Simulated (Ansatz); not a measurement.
**HfSiSn in the AlB2 type: lattice stability ahead of a resistivity run**

Question: is the lattice of HfSiSn in the AlB2 type stable, and if so, what are its coupling constant and resistivity?

Program: Ansatz 0.2.0. Level of theory: DFT PBE, scalar-relativistic, plane waves, PAW; PAW set soft_1. Results are calculated unless marked as measured.

The structure was built from a prototype and need not be the compound's stable phase.

## (1) Set-up

Symmetry: P-6m2, No. 187, hexagonal system. Conventional cell: a = 4.243 Å, b = 4.243 Å, c = 4.455 Å, α = 90.00°, β = 90.00°, γ = 120.00°. Hf has 6 Sn at 3.31 Å and 6 Si at 3.31 Å nearest. Nearest to Si lie 3 Sn at 2.45 Å and 6 Hf at 3.31 Å. Sn has 3 Si at 2.45 Å and 6 Hf at 3.31 Å nearest. Farther neighbours are not listed.

## (2) Relaxation

The structure is brought to rest under this functional.

The input, input.yaml:

```yaml
crystal:
  lattice:
    - [4.24272, 0.0, 0.0]
    - [-2.12136, 3.6743, 0.0]
    - [0.0, 0.0, 4.45486]
  atoms:
    - { symbol: Hf, position: [0.0, 0.0, 0.0] }
    - { symbol: Si, position: [0.33333333, 0.66666667, 0.5] }
    - { symbol: Sn, position: [0.66666667, 0.33333333, 0.5] }
kpoints:
  mp_grid: { grid: [9, 9, 8] }
hamiltonian:
  xc: pbe
  pseudopotentials: { kind: paw, azcp: { folder: soft_1 } }
scf:
  occupations: { method: gaussian, width: 0.1 }
output:
  forces: true
  stress: true
  eigenvalues: true
relax:
  adjacent_minimum: "off"
  f_tol: 0.005
  max_steps: 80
  cell: { stress_tol: 0.05 }
```

The run is started by

```sh
$ ansatz run input.yaml --threads 4 --pin off --max-ram 12288MiB --backend cpu --events-out ev --progress --plain --runs-dir out
```

Numbers of over 12 decimals in the logs are rounded to 6 here.

The program printed:

```text
Engine: ansatz 0.2.0, aarch64-unknown-linux-gnu
Pseudopotentials: kind: paw
Pseudopotential: Hf, paw, valence charge 26, recommended cutoff 420 eV (normal), soft_1/Hf.paw.azcp
Pseudopotential: Si, paw, valence charge 4, recommended cutoff 420 eV (normal), soft_1/Si.paw.azcp
Pseudopotential: Sn, paw, valence charge 14, recommended cutoff 420 eV (normal), soft_1/Sn.paw.azcp
Functional definition: PBE
  parameter kappa = 0.804
  parameter beta = 0.066725
  exchange = pbe_x(kappa = kappa, mu = beta*pi^2/3)
  correlation = pbe_c(beta = beta)
Crystal: 3 atoms, lattice volume = 69.447 Å³
Basis set: ecut = 420 eV, 1377 PW (Γ), exchange–correlation on 60×60×60 points (8 copies of the dense FFT grid, shifted against one another)
Bands: 27, of which v1, the nominal top of the filled ones, is band 22 counted from 1 (21 counted from 0)
Symmetry: 12 space group operations
Space group: P-6m2 (ITA 187), of the structure as read, at distance tolerance 4.1e-5 Å
k-points: 60 of 648 (time reversal used)
Non-local potential: Hf, projectors of the file, l = 0: 3, l = 1: 2, l = 2: 2, l = 3: 3
Non-local potential: Si, projectors of the file, l = 0: 2, l = 1: 2, l = 2: 1
Non-local potential: Sn, projectors of the file, l = 0: 2, l = 1: 2, l = 2: 2, l = 3: 1
PAW form: soft (Blöchl's): semilocal exchange-correlation on the pseudo side does not see the compensation charge
PAW one-centre angular grid: Hf, 590 points (default); XC on 64 Gauss nodes
PAW one-centre angular grid: Si, 110 points (default); XC on 64 Gauss nodes
PAW one-centre angular grid: Sn, 590 points (default); XC on 64 Gauss nodes
Initial density: superposition of atomic densities (chi_scale 0.1, normalization cell, long waves kept (reshape's long-wave potential 0.00 eV rms))
Initial wavefunctions: pseudopotential atomic-orbital guess
Functional: x = pbe(κ = 0.804, μ = 0.219515), c = pbe(β = 0.066725)
SCF iter   1: F=—  HF=-22380.682604 eV  |F-HF|=—  |Δ(HF+E_count)|=         —  Δρ=3.65e-2  dr2=1.38e0  ethr=3.10e-3  ⟨swp⟩=6.2  Hψ=7146  notcnv=0
preconditioner: auto → Kerker (q_TF=auto, 2.528 Å⁻¹)  [metal: Δε(μ)=0.011 eV  Ē_g=14.097 eV  σ=0.100 eV  W_gap=0.06  n_scr=20 (ndim 8)  ℏωp=26.7 eV  f_vac=0.000  D(μ)=2.40/eV (n_scr^D=20)]
SCF iter   2: F=—  HF=-22380.312943 eV  |F-HF|=—  |Δ(HF+E_count)|=   3.70e-1  Δρ=1.94e-2  dr2=3.56e-1  ethr=3.10e-3  ⟨swp⟩=3.0  Hψ=3401  notcnv=0  defer=21
SCF iter   3: F=—  HF=-22380.215195 eV  |F-HF|=—  |Δ(HF+E_count)|=   9.77e-2  Δρ=7.24e-3  dr2=4.69e-2  ethr=8.09e-4  ⟨swp⟩=2.0  Hψ=2763  notcnv=0  defer=21
SCF iter   4: F=—  HF=-22380.192865 eV  |F-HF|=—  |Δ(HF+E_count)|=   2.23e-2  Δρ=3.74e-3  dr2=1.21e-2  ethr=1.07e-4  ⟨swp⟩=2.0  Hψ=3198  notcnv=0  defer=21
SCF iter   5: F=—  HF=-22380.188505 eV  |F-HF|=—  |Δ(HF+E_count)|=   4.36e-3  Δρ=1.02e-3  dr2=9.20e-4  ethr=2.76e-5  ⟨swp⟩=2.0  Hψ=2407  notcnv=0  defer=21
SCF iter   6: F=—  HF=-22380.188235 eV  |F-HF|=—  |Δ(HF+E_count)|=   2.70e-4  Δρ=2.52e-4  dr2=7.68e-5  ethr=2.09e-6  ⟨swp⟩=2.0  Hψ=2930  notcnv=0  defer=21
SCF iter   7: F=—  HF=-22380.188246 eV  |F-HF|=—  |Δ(HF+E_count)|=   1.03e-5  Δρ=8.05e-5  dr2=8.11e-6  ethr=1.74e-7  ⟨swp⟩=2.0  Hψ=2941  notcnv=0  defer=21
SCF iter   8: F=—  HF=-22380.188219 eV  |F-HF|=—  |Δ(HF+E_count)|=   2.64e-5  Δρ=2.71e-5  dr2=9.08e-7  ethr=1.84e-8  ⟨swp⟩=2.0  Hψ=1834  notcnv=0  defer=21
SCF iter   9: F=-22380.188219 eV  HF=-22380.188219 eV  |F-HF|=2.70e-8  |Δ(HF+E_count)|=   1.45e-7  Δρ=6.98e-6  dr2=4.77e-8  ethr=2.27e-10  ⟨swp⟩=5.9  Hψ=7131  notcnv=0
SCF 1 converged in 9 iterations: F = -22380.188219 eV  dr2 = 4.77e-8
  greatest PAW one-centre occupation: 0.998 electrons in one spin orbital (limit 2), on the Hf atom at site 0 (counted from 0), in its partial waves of l = 3
relax step   1: F+E_penalty+E_count = -22380.18821923 eV  Δ(F+E_penalty+E_count) = +0.000e0 eV  max|allowed force component| = 2.637e-16 eV/Å  Δτ_max = 0.0000 Å  P = -0.473 GPa  Ω = 69.447 Å³  (9 SCF iters, dr2 threshold 1.00e-7 eV, accepted)
Crystal: 3 atoms, lattice volume = 68.320 Å³
Basis set: ecut = 420 eV, 1305 PW (Γ), exchange–correlation on 60×60×60 points (8 copies of the dense FFT grid, shifted against one another)
Initial density: handed on by an earlier stage of this run
Initial wavefunctions: those handed on with the density
iter 1 solved again at ethr=1.61e-5 eV; its pass at ethr=3.10e-3 eV (dr2=7.10e-3 eV) is discarded
SCF iter   1: F=—  HF=-22380.598168 eV  |F-HF|=—  |Δ(HF+E_count)|=         —  Δρ=3.12e-3  dr2=7.53e-3  ethr=1.61e-5  ⟨swp⟩=2.0  Hψ=10711  notcnv=0
preconditioner: auto → Kerker (q_TF=auto, 2.535 Å⁻¹)  [metal: Δε(μ)=0.038 eV  Ē_g=14.444 eV  σ=0.100 eV  W_gap=0.21  n_scr=20 (ndim 8)  ℏωp=27.0 eV  f_vac=0.000  D(μ)=1.59/eV (n_scr^D=8)]
SCF iter   2: F=—  HF=-22380.597158 eV  |F-HF|=—  |Δ(HF+E_count)|=   1.01e-3  Δρ=1.98e-3  dr2=3.35e-3  ethr=1.61e-5  ⟨swp⟩=1.1  Hψ=1623  notcnv=0
SCF iter   3: F=—  HF=-22380.596553 eV  |F-HF|=—  |Δ(HF+E_count)|=   6.05e-4  Δρ=3.42e-4  dr2=1.73e-4  ethr=7.62e-6  ⟨swp⟩=2.0  Hψ=1989  notcnv=0
SCF iter   4: F=—  HF=-22380.596537 eV  |F-HF|=—  |Δ(HF+E_count)|=   1.63e-5  Δρ=1.71e-4  dr2=2.36e-5  ethr=3.94e-7  ⟨swp⟩=2.0  Hψ=2902  notcnv=0
SCF iter   5: F=—  HF=-22380.596508 eV  |F-HF|=—  |Δ(HF+E_count)|=   2.89e-5  Δρ=1.15e-4  dr2=1.65e-5  ethr=5.37e-8  ⟨swp⟩=3.0  Hψ=3686  notcnv=0
SCF iter   6: F=—  HF=-22380.596505 eV  |F-HF|=—  |Δ(HF+E_count)|=   3.04e-6  Δρ=4.88e-5  dr2=1.84e-6  ethr=3.74e-8  ⟨swp⟩=2.0  Hψ=2590  notcnv=0
SCF iter   7: F=-22380.596504 eV  HF=-22380.596504 eV  |F-HF|=1.64e-8  |Δ(HF+E_count)|=   4.88e-7  Δρ=1.16e-5  dr2=8.12e-8  ethr=6.82e-10  ⟨swp⟩=6.4  Hψ=10163  notcnv=0
SCF 2 converged in 7 iterations: F = -22380.596504 eV  dr2 = 8.12e-8
relax step   2: F+E_penalty+E_count = -22380.59650418 eV  Δ(F+E_penalty+E_count) = -4.083e-1 eV  max|allowed force component| = 1.203e-16 eV/Å  Δτ_max = 0.0000 Å  P = -1.467 GPa  Ω = 68.320 Å³  energy of the carried Pulay correction = +1.269e-4 eV  (7 SCF iters, dr2 threshold 3.00e-7 eV, accepted)
Crystal: 3 atoms, lattice volume = 66.314 Å³
Basis set: ecut = 420 eV, 1291 PW (Γ), exchange–correlation on 60×60×60 points (8 copies of the dense FFT grid, shifted against one another)
iter 1 solved again at ethr=2.78e-5 eV; its pass at ethr=3.10e-3 eV (dr2=1.22e-2 eV) is discarded
SCF iter   1: F=—  HF=-22380.932731 eV  |F-HF|=—  |Δ(HF+E_count)|=         —  Δρ=3.17e-3  dr2=1.22e-2  ethr=2.78e-5  ⟨swp⟩=2.1  Hψ=11573  notcnv=0
preconditioner: auto → Kerker (q_TF=auto, 2.548 Å⁻¹)  [metal: Δε(μ)=0.026 eV  Ē_g=14.475 eV  σ=0.100 eV  W_gap=0.15  n_scr=20 (ndim 8)  ℏωp=27.4 eV  f_vac=0.000  D(μ)=1.56/eV (n_scr^D=8)]
[...]
[... from here on, the SCF cycles and remarks between the steps are left out ...]
relax step   4: F+E_penalty+E_count = -22381.22076563 eV  Δ(F+E_penalty+E_count) = -2.914e-1 eV  max|allowed force component| = 3.855e-16 eV/Å  Δτ_max = 0.0000 Å  P = -1.545 GPa  Ω = 65.123 Å³  energy of the carried Pulay correction = +4.792e-4 eV  (7 SCF iters, dr2 threshold 3.00e-7 eV, accepted)
relax step   5: F+E_penalty+E_count = -22381.38856879 eV  Δ(F+E_penalty+E_count) = -1.678e-1 eV  max|allowed force component| = 2.745e-16 eV/Å  Δτ_max = 0.0000 Å  P = +0.718 GPa  Ω = 62.416 Å³  energy of the carried Pulay correction = +7.744e-4 eV  (8 SCF iters, dr2 threshold 3.00e-7 eV, accepted)
relax step   6: F+E_penalty+E_count = -22381.49654486 eV  Δ(F+E_penalty+E_count) = -1.080e-1 eV  max|allowed force component| = 1.542e-16 eV/Å  Δτ_max = 0.0000 Å  P = +1.209 GPa  Ω = 61.471 Å³  energy of the carried Pulay correction = +8.938e-4 eV  (8 SCF iters, dr2 threshold 3.00e-7 eV, accepted)
relax step   7: F+E_penalty+E_count = -22381.74433867 eV  Δ(F+E_penalty+E_count) = -2.478e-1 eV  max|allowed force component| = 1.758e-16 eV/Å  Δτ_max = 0.0000 Å  P = +1.256 GPa  Ω = 60.359 Å³  energy of the carried Pulay correction = +1.033e-3 eV  (8 SCF iters, dr2 threshold 3.00e-7 eV, accepted)
relax step   8: F+E_penalty+E_count = -22381.99540266 eV  Δ(F+E_penalty+E_count) = -2.511e-1 eV  max|allowed force component| = 1.527e-16 eV/Å  Δτ_max = 0.0000 Å  P = +1.905 GPa  Ω = 58.778 Å³  energy of the carried Pulay correction = +1.226e-3 eV  (7 SCF iters, dr2 threshold 3.00e-7 eV, accepted)
relax step   9: F+E_penalty+E_count = -22381.88675057 eV  Δ(F+E_penalty+E_count) = +1.087e-1 eV  max|allowed force component| = 7.710e-17 eV/Å  Δτ_max = 0.0000 Å  P = +3.045 GPa  Ω = 58.662 Å³  energy of the carried Pulay correction = +1.259e-3 eV  (8 SCF iters, dr2 threshold 3.00e-7 eV, rejected (line search))
relax step  10: F+E_penalty+E_count = -22382.02342983 eV  Δ(F+E_penalty+E_count) = -2.803e-2 eV  max|allowed force component| = 2.652e-16 eV/Å  Δτ_max = 0.0000 Å  P = -1.123 GPa  Ω = 60.604 Å³  energy of the carried Pulay correction = +1.031e-3 eV  (11 SCF iters, accepted)
relax step  11: F+E_penalty+E_count = -22382.02805473 eV  Δ(F+E_penalty+E_count) = -4.625e-3 eV  max|allowed force component| = 3.855e-17 eV/Å  Δτ_max = 0.0000 Å  P = -0.130 GPa  Ω = 59.936 Å³  energy of the carried Pulay correction = +1.105e-3 eV  (8 SCF iters, dr2 threshold 3.00e-7 eV, accepted)
relax step  12: F+E_penalty+E_count = -22382.02816954 eV  Δ(F+E_penalty+E_count) = -1.148e-4 eV  max|allowed force component| = 1.511e-16 eV/Å  Δτ_max = 0.0000 Å  P = -0.000 GPa  Ω = 59.854 Å³  energy of the carried Pulay correction = +1.114e-3 eV  (6 SCF iters, dr2 threshold 3.00e-7 eV, accepted)
relax step  13: F+E_penalty+E_count = -22382.03423607 eV  Δ(F+E_penalty+E_count) = -6.067e-3 eV  max|allowed force component| = 1.542e-16 eV/Å  Δτ_max = 0.0000 Å  P = +0.189 GPa  Ω = 59.854 Å³  stress off target by 2.85e-1 GPa  SCF on the basis re-selected at this cell (its energy is not comparable with the rows above)  (8 SCF iters)
relax step  14: F+E_penalty+E_count = -22382.03434745 eV  Δ(F+E_penalty+E_count) = -1.114e-4 eV  max|allowed force component| = 1.496e-16 eV/Å  Δτ_max = 0.0000 Å  P = +0.011 GPa  Ω = 59.974 Å³  energy of the carried Pulay correction = -1.433e-5 eV  (5 SCF iters, dr2 threshold 2.03e-7 eV, accepted)
iter 1 solved again at ethr=5.75e-8 eV; its pass at ethr=3.10e-3 eV (dr2=2.53e-5 eV) is discarded
SCF iter   1: F=—  HF=-22382.034354 eV  |F-HF|=—  |Δ(HF+E_count)|=         —  Δρ=3.77e-5  dr2=2.82e-8  ethr=5.75e-8  ⟨swp⟩=4.0  Hψ=12009  notcnv=0
preconditioner: auto → Kerker (q_TF=auto, 2.591 Å⁻¹)  [metal: Δε(μ)=0.064 eV  Ē_g=14.656 eV  σ=0.100 eV  W_gap=0.32  n_scr=14 (ndim 8)  ℏωp=28.8 eV  f_vac=0.000  D(μ)=1.82/eV (n_scr^D=8)]
SCF iter   2: F=—  HF=-22382.034364 eV  |F-HF|=—  |Δ(HF+E_count)|=   1.00e-5  Δρ=1.92e-5  dr2=1.16e-8  ethr=6.41e-11  ⟨swp⟩=2.7  Hψ=3089  notcnv=0
SCF iter   3: F=—  HF=-22382.034365 eV  |F-HF|=—  |Δ(HF+E_count)|=   6.85e-7  Δρ=3.64e-6  dr2=1.08e-9  ethr=2.64e-11  ⟨swp⟩=2.0  Hψ=2943  notcnv=0
SCF iter   4: F=—  HF=-22382.034365 eV  |F-HF|=—  |Δ(HF+E_count)|=   2.36e-8  Δρ=5.06e-7  dr2=2.42e-10  ethr=2.45e-12  ⟨swp⟩=2.4  Hψ=2247  notcnv=0
SCF iter   5: F=—  HF=-22382.034365 eV  |F-HF|=—  |Δ(HF+E_count)|=  7.28e-12  Δρ=2.91e-7  dr2=7.47e-11  ethr=1.00e-12  ⟨swp⟩=2.0  Hψ=2590  notcnv=0
SCF iter   6: F=-22382.034365 eV  HF=-22382.034365 eV  |F-HF|=7.28e-12  |Δ(HF+E_count)|=  7.28e-12  Δρ=8.04e-8  dr2=5.58e-12  ethr=1.00e-12  ⟨swp⟩=6.3  Hψ=7746  notcnv=0
SCF 15 converged in 6 iterations: F = -22382.034365 eV  dr2 = 5.58e-12
relax step  15: F+E_penalty+E_count = -22382.03436496 eV  Δ(F+E_penalty+E_count) = -1.752e-5 eV  max|allowed force component| = 1.511e-16 eV/Å  Δτ_max = 0.0000 Å  P = +0.011 GPa  Ω = 59.974 Å³  stress off target by 1.50e-2 GPa  SCF on the basis re-selected at this cell (its energy is not comparable with the rows above)  (6 SCF iters)
basis re-selected at this cell: Δ(F+E_penalty+E_count) = -1.752e-5 eV, ΔP = +0.000 GPa vs the last step (what re-selecting the basis moved, of the pressure what is left beyond the Pulay correction that the steps carried, after the strain that the cell walked since its last selection, with what the two solves' SCF thresholds leave and, on support functions, any second-order correction that the steps lacked; it is no m [...]
SCF converged after 6 iterations
Free energy (F): -22382.034365 eV
Harris-Foulkes:  -22382.034365 eV  (|F-HF|=7.28e-12)
Internal energy: -22382.025288 eV  (E = F + TS)
E sigma→0 (E₀):  -22382.029827 eV
Entropy (-TS):   -0.009077 eV (-3.026 meV/atom)
Fermi energy:    14.516075 eV
--- Per-component energies (eV) ---
  E_band       = -104.958224
  E_kinetic    = 617.815287
  E_local      = -8607.286962  (includes V_loc(G=0)·N_el)
  E_nonlocal   = 224.737534
  E_hartree    = 4212.238908
  E_xc         = -449.237770
  E_vxc        = -383.600819  (∫ρ·V_xc dr)
  E_paw        = -12576.679652  (= ΣΔE_a)
  E_vpaw       = -381.101442  (= ΣTr[D̂ρ^β])
  E_aug_tail   = 0.000429  (compensation charges beyond the density's cutoff)
  E_ewald      = -5803.613063
  E_smearing   = -0.009077  (= −TS)
  E_closure    = 0.000000  (closes the sum)
  Σ components = -22382.034365   (vs F -22382.034365, Δ=0.00e0)
--- Forces (eV/Å), atoms counted from 1 ---
  atom   1  Hf    -0.00000000     0.00000000     0.00000000
  atom   2  Si     0.00000000     0.00000000     0.00000000
  atom   3  Sn     0.00000000    -0.00000000     0.00000000
  max |Σ_I F_I| component: 9.25e-18 eV/Å
--- Stress (GPa, compression-positive) ---
        0.014999       0.000000       0.000000
       -0.000000       0.014999       0.000000
        0.000000       0.000000       0.002007
  P = ⅓ Tr σ = 0.0107 GPa (0.107 kbar)
--- Band table (eV; the first three rows and the last of 60) ---
  k-point 0: bands = [... 18 lower, 10.1022, 10.1022, 12.4584, 14.0497, 14.0497, 18.6547, 18.8138, 18.8138, ... 1 higher]
  k-point 1: bands = [... 18 lower, 10.3855, 10.3855, 13.0909, 13.8718, 13.8718, 16.8769, 18.6909, 18.6909, ... 1 higher]
  k-point 2: bands = [... 18 lower, 11.2130, 11.2130, 12.9117, 13.3563, 13.3563, 15.9659, 18.1207, 18.1207, ... 1 higher]
  k-point 59: bands = [... 18 lower, 10.4713, 10.7751, 11.9046, 14.1106, 14.8951, 15.2570, 16.8953, 16.9802, ... 1 higher]
--- Relaxed structure (13 steps of the walk, 12 accepted, 2 SCFs on fresh bases) ---
  F+E_penalty+E_count = -22382.03436496 eV   max|allowed force component| = 1.511e-16 eV/Å   (the final SCF, on the basis selected at the relaxed cell)
  cell:  # Å, volume = 59.9743 Å³
    - [4.897558, 0, 0.0]
    - [-2.448779, 4.241410, 0.0]
    - [0.0, 0.0, 2.887192]
  atoms:
    - { symbol: Hf, position: [0, 0, 0.0] }
    - { symbol: Si, position: [0.333333, 0.666667, 0.500000] }
    - { symbol: Sn, position: [0.666667, 0.333333, 0.500000] }
```

It took 63 s on 4 threads of Arm Neoverse V1, shared host; peak memory 0.44 GiB.

The steps of the relaxation:

```
step  energy less that of the first step (eV)  largest force component (eV/Å)  pressure (GPa)  volume (Å³)
   1                                   0.0000                          0.0000           -0.47        69.45
   2                                  -0.4083                          0.0000           -1.47        68.32
   3                                  -0.7411                          0.0000           -1.09        66.31
   4                                  -1.0325                          0.0000           -1.54        65.12
   5                                  -1.2003                          0.0000            0.72        62.42
   6                                  -1.3083                          0.0000            1.21        61.47
   7                                  -1.5561                          0.0000            1.26        60.36
   8                                  -1.8072                          0.0000            1.90        58.78
   9                                  -1.6985                          0.0000            3.04        58.66
  10                                  -1.8352                          0.0000           -1.12        60.60
  11                                  -1.8398                          0.0000           -0.13        59.94
  12                                  -1.8400                          0.0000            0.00        59.85
 13*                                  -1.8460                          0.0000            0.19        59.85
  14                                  -1.8461                          0.0000            0.01        59.97
 15*                                  -1.8461                          0.0000            0.01        59.97
```

Relaxation steps marked * repeat the geometry before them on a plane-wave basis chosen anew for their cell, so energy and pressure can jump there. Relaxation step 9 was tried and not accepted.

The run keeps the 12 symmetry operations that it works with, so distortions that break them were not tested.

```
     cell as run  before  after   change
           a (Å)   4.243  4.898  +15.4 %
           b (Å)   4.243  4.898  +15.4 %
           c (Å)   4.455  2.887  -35.2 %
volume (Å³/atom)   23.15  19.99  -13.6 %
```

The relaxed structure:

```xyz
3
Lattice="4.8976 0.0000 0.0000 -2.4488 4.2414 0.0000 0.0000 0.0000 2.8872" Properties=species:S:1:pos:R:3 pbc="T T T"
Hf    0.0000    0.0000    0.0000
Si    0.0000    2.8276    1.4436
Sn    2.4488    1.4138    1.4436
```

This step gave:

- pressure: 0.01067 GPa
- volume per atom: 19.99 Å³/atom
- metallic on mesh: yes
- gap on the k-mesh: 0 eV

The largest force is now zero by symmetry and the largest stress component 0.015 GPa.

## (3) Relaxation

The cell moved far, so the relaxation is started again from the new cell to confirm it.

input.yaml, the sections that differ from step 2:

```yaml
crystal:
  lattice:
    - [4.8975581827, 0.0, 0.0]
    - [-2.4487790913, 4.2414098027, 0.0]
    - [0.0, 0.0, 2.8871915145]
  atoms:
    - { symbol: Hf, position: [0.0, 0.0, 0.0] }
    - { symbol: Si, position: [0.3333333333, 0.6666666667, 0.5] }
    - { symbol: Sn, position: [0.6666666667, 0.3333333333, 0.5] }
kpoints:
  mp_grid: { grid: [9, 9, 10] }
# hamiltonian, scf, output, relax: as in step 2
```

The program printed:

```text
[the first part of the log is left out]
  E_vxc        = -383.449214  (∫ρ·V_xc dr)
  E_paw        = -12576.556746  (= ΣΔE_a)
  E_vpaw       = -380.904569  (= ΣTr[D̂ρ^β])
  E_aug_tail   = 0.000426  (compensation charges beyond the density's cutoff)
  E_ewald      = -5796.139954
  E_smearing   = -0.006350  (= −TS)
  E_closure    = -0.000000  (closes the sum)
  Σ components = -22382.014822   (vs F -22382.014822, Δ=0.00e0)
[...]
--- Stress (GPa, compression-positive) ---
       -0.006366      -0.000000      -0.000000
       -0.000000      -0.006366       0.000000
       -0.000000       0.000000       0.003184
  P = ⅓ Tr σ = -0.0032 GPa (-0.032 kbar)
--- Band table (eV; the first three rows and the last of 72) ---
[...]
--- Relaxed structure (4 steps of the walk, 3 accepted, 1 SCFs on fresh bases) ---
[...]
cell:  # Å, volume = 60.2780 Å³
    - [4.900623, -2.888557586561287e-11, 0.0]
    - [-2.450311, 4.244064, 0.0]
    - [0.0, 0.0, 2.898184]
  atoms:
    - { symbol: Hf, position: [0, 0, 0.0] }
    - { symbol: Si, position: [0.333333, 0.666667, 0.500000] }
    - { symbol: Sn, position: [0.666667, 0.333333, 0.500000] }
```

Run time: 17 s. Hardware: 4 threads; peak memory 0.41 GiB; 67 s of CPU time.

The steps of the relaxation:

```
step  energy less that of the first step (eV)  largest force component (eV/Å)  pressure (GPa)  volume (Å³)
   1                                   0.0000                          0.0000            0.51        59.97
   2                                   0.0001                          0.0000           -0.58        60.64
   3                                  -0.0007                          0.0000            0.02        60.26
   4                                  -0.0007                          0.0000            0.00        60.28
   5                                  -0.0007                          0.0000            0.00        60.28
```

The log counts 1 steps on a newly chosen plane-wave basis, not all of them marked here; energy and pressure can jump at such steps. Relaxation step 2 was tried and not accepted.

```
conventional cell, symmetrised  before  after  change
                         a (Å)   4.898  4.901  +0.1 %
                         b (Å)   4.898  4.901  +0.1 %
                         c (Å)   2.887  2.898  +0.4 %
              volume (Å³/atom)   19.99  20.09  +0.5 %
```

The relaxed structure:

```xyz
3
Lattice="4.9006 0.0000 0.0000 -2.4503 4.2441 0.0000 0.0000 0.0000 2.8982" Properties=species:S:1:pos:R:3 pbc="T T T"
Hf    0.0000    0.0000    0.0000
Si    0.0000    2.8294    1.4491
Sn    2.4503    1.4147    1.4491
```

Numbers from this step:

| Property | Result |
| --- | --- |
| pressure | -0.003183 GPa |
| volume per atom | 20.09 Å³/atom |

The largest force is now zero by symmetry and the largest stress component 0.0064 GPa.

(Continued in part 2 of 3.)

[Logs are printed without paths, hosts, clocks, repeated set-up lines and the standing remarks that a program may print on its own settings, such as how far it seeks lower states.]

[Hosts, paths, dates, database ids (printed as entryN), source tags and the programs' standing remarks are cut or masked in the printed files.]
